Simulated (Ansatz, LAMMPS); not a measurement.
# Forces and charges in liquid mixture of sulfolane and H2O at 380 K (192 atoms), part 2 of 2

Wanted: forces, charges and levels of liquid mixture of sulfolane and H2O at 380 K (192 atoms).

Ansatz 0.2.0; Kohn-Sham DFT, PBEsol, PAW (set soft_2), plane waves.

The cell: 28 O, 12 S, 48 C and 104 H. The network of contacts between molecules at the start is that of the classical potential that made the cell. The functional has no dispersion term. The density was typed from a rule of thumb and may lie off the real one at this temperature. Sampling is at Γ alone, for a cell whose shortest periodic width is 13 Å.

So far. Step 3 (Plane-wave single point): Mean intrinsic-atomic-orbital charges: C -0.46, H +0.22, O -0.90, S +2.05 e. The largest share in the top eV of filled states is O p (76 % of the projected weight), and in the lowest eV of empty states H s (34 % of the projected weight).

### 4. Structure statistics

Bonds and neighbours are counted at the geometry of the runs.

Density 1.17 g/cm³, 11.24 Å³ an atom.

g(r), total and by pair (bins of 0.2 Å):

```csv
r (Å),total,H-H,H-C,H-O,H-S,C-C,C-O
0.90,0.10,0.00,0.00,0.62,0.00,0.00,0.00
1.10,4.04,0.00,13.95,1.69,0.00,0.00,0.00
1.30,0.00,0.00,0.00,0.00,0.00,0.00,0.00
1.50,1.29,0.00,0.00,0.25,0.00,11.64,0.00
1.70,0.90,1.82,0.00,0.30,0.00,0.00,0.00
1.90,0.31,0.84,0.05,0.08,0.00,0.00,0.00
2.10,1.13,0.35,3.75,0.07,0.00,0.00,0.00
2.30,1.26,1.20,1.54,0.39,5.14,1.35,0.00
2.50,1.34,1.83,0.24,1.62,0.92,2.06,1.47
2.70,1.11,0.96,0.42,1.88,0.47,0.95,2.98
2.90,0.77,0.98,0.65,1.31,1.29,0.00,0.15
3.10,0.83,1.10,0.70,1.19,0.79,0.00,0.98
3.30,0.97,0.68,1.25,1.65,0.82,0.00,1.58
3.50,1.00,0.84,1.05,1.31,1.71,0.00,1.72
3.70,0.83,0.96,0.65,0.76,0.91,0.27,2.02
3.90,0.85,1.11,0.77,0.68,1.19,0.58,0.75
4.10,0.94,1.04,0.78,1.10,0.82,0.66,1.24
4.30,0.91,0.86,0.85,1.23,1.23,0.65,0.79
4.50,0.89,0.78,0.81,1.17,0.85,0.55,0.91
4.70,0.94,0.86,0.94,1.04,0.75,0.95,0.92
4.90,1.00,0.94,1.02,0.88,0.92,1.27,1.07
5.10,1.01,1.01,0.94,1.16,1.10,1.21,0.64
5.30,1.04,1.03,1.08,0.95,0.85,1.15,0.95
5.50,1.03,1.03,1.02,1.00,0.93,1.01,1.23
5.70,1.05,0.99,1.10,0.89,1.27,1.26,1.22
5.90,1.08,1.07,1.07,0.91,1.10,1.32,1.12
6.10,1.10,1.14,1.15,0.99,0.79,1.30,0.98
6.30,1.03,0.96,1.03,1.14,0.91,1.37,0.76
```

Bonds by pair of elements; cutoffs follow the first minimum of g(r), held within bounds set by covalent radii, and pairs that aren't listed don't count as bonded:

```csv
pair A-B,cutoff (Å),bonds,mean length (Å),spread (Å),shortest (Å),B about A,A about B
H-C,1.34,96,1.09,0.033,1.01,0.923,2
H-O,1.21,8,1,0,1,0.077,0.286
C-C,1.85,36,1.52,0.034,1.42,1.5,1.5
C-S,2.21,24,1.76,0.035,1.69,0.5,2
O-S,1.93,24,1.46,0.022,1.41,0.857,2
```

How many atoms have how many bonded neighbours:

```csv
element,mean,1,2,4
C,4,0,0,48
H,1,104,0,0
O,1.14,24,4,0
S,4,0,0,12
```

Bond angles, per cent of each kind in bins of 5°:

```csv
angle (°),C-C-H,H-C-S,H-C-H,C-S-O,C-C-S
95–100,0.7,2.1,4.2,0.0,4.2
100–105,6.2,25.0,16.7,12.5,45.8
105–110,34.0,37.5,29.2,50.0,45.8
110–115,38.2,29.2,35.4,35.4,4.2
115–120,18.8,6.2,12.5,2.1,0.0
120–125,2.1,0.0,2.1,0.0,0.0
```

Bond angles (no mean is given where the spread exceeds 20°):

```csv
angle,count,mean (°),spread (°)
C-C-H,144,111,4.5
H-C-S,48,108,4.3
H-C-H,48,109,5.2
C-S-O,48,109,3.2
C-C-S,24,105,2.8
```

Bond length by coordination (bonds to H left out):

```csv
element,coordination,atoms,mean bond length (Å)
O,1,24,1.46
```

Rings of the network by King's shortest-path rule, up to 12 atoms, one path for each pair of neighbours; H, halogens, alkali and alkaline-earth atoms are left out, and the last column divides by all other atoms, bonded or not:

```csv
ring size (atoms),rings,per network atom
5,12,0.136
```

For some of the pairs, g(r) has its first main peak near 1.8 Å (H-H), 1.1 Å (H-C), 1.0 Å (H-O), 2.3 Å (H-S), 1.5 Å (C-C) and 2.6 Å (C-O). Counting bonds as in the table, all C atoms have 4, all H atoms have 1, 86 % of O atoms have 1 and all S atoms have 4 bonded neighbours. The C-C-H angle averages 111° with a spread of 4°. All rings counted have 5 atoms.

Local excerpt of 12 atoms (numbers count through the whole input) about S137, which bears the longest force; x, y, z are measured from there.

```csv
atom,x,y,z,distance (Å),bonds,intrinsic-atomic-orbital charge (e),Fx,Fy,Fz (eV/Å)
S137,0.00,0.00,0.00,0.00,4,2.03,2.27,1.15,3.46
O136,-1.34,0.49,-0.22,1.44,1,-0.86,-0.76,-0.36,0.92
O138,0.62,-0.08,1.37,1.51,1,-0.89,-1.64,0.04,-1.31
C142,0.32,-1.50,-0.80,1.73,4,-0.59,1.62,-1.51,1.31
C139,1.07,1.04,-0.91,1.75,4,-0.56,-0.46,1.01,-0.41
H150,-0.59,-1.72,-1.29,2.23,1,0.23,-1.28,-0.63,-1.46
H143,0.42,1.92,-1.16,2.28,1,0.22,0.46,-0.26,-0.10
H149,0.49,-2.29,-0.05,2.34,1,0.23,-0.33,-0.03,0.29
H144,1.89,1.40,-0.26,2.37,1,0.23,-0.10,-0.45,-0.32
C140,1.39,0.14,-2.06,2.48,4,-0.34,2.33,0.08,-2.25
C141,1.57,-1.29,-1.61,2.59,4,-0.33,-0.27,1.28,0.56
H90,-0.98,-1.74,1.78,2.67,1,0.19,0.41,0.16,-0.20
```

The column of bonds counts only the pairs H-C within 1.34 Å, H-O within 1.21 Å, C-C within 1.85 Å, C-S within 2.21 Å, O-S within 1.93 Å; other neighbours, such as metal atoms beside each other in a compound, aren't counted, and periodic images can show an atom twice.

### 5. What came out

| Property | Result |
| --- | --- |
| free energy per atom | -207.2094 eV/atom |
| pressure | 3.32 GPa |
| r.m.s. force component | 1.012 eV/Å |
| gap (highest filled to lowest empty level) | 4.545 eV |
| wall time of the 1 DFT run | 22 s |

Between filled and empty levels lie 4.55 eV (at Γ alone); a semilocal functional tends to put such gaps too low. In a disordered cell it changes from sample to sample and from frame to frame. Counting bonds as in the table, all C atoms have 4, all H atoms have 1, 86 % of O atoms have 1 and all S atoms have 4 bonded neighbours.

What to keep in mind: The force components of 1.0 eV/Å r.m.s. reflect the temperature of the frame as well as the gap between the generating potential and DFT, above all in bond lengths inside molecules. The pressure of 3.3 GPa is that of one thermal frame, in which the classical model's bond lengths enter as well as the volume, without the kinetic term and with the strain of bonds inside molecules.

[Logs are printed without paths, hosts, clocks, repeated set-up lines and the standing remarks that a program may print on its own settings, such as how far it seeks lower states.]

[Hosts, paths, dates, database ids (printed as entryN), source tags and the programs' standing remarks are cut or masked in the printed files.]
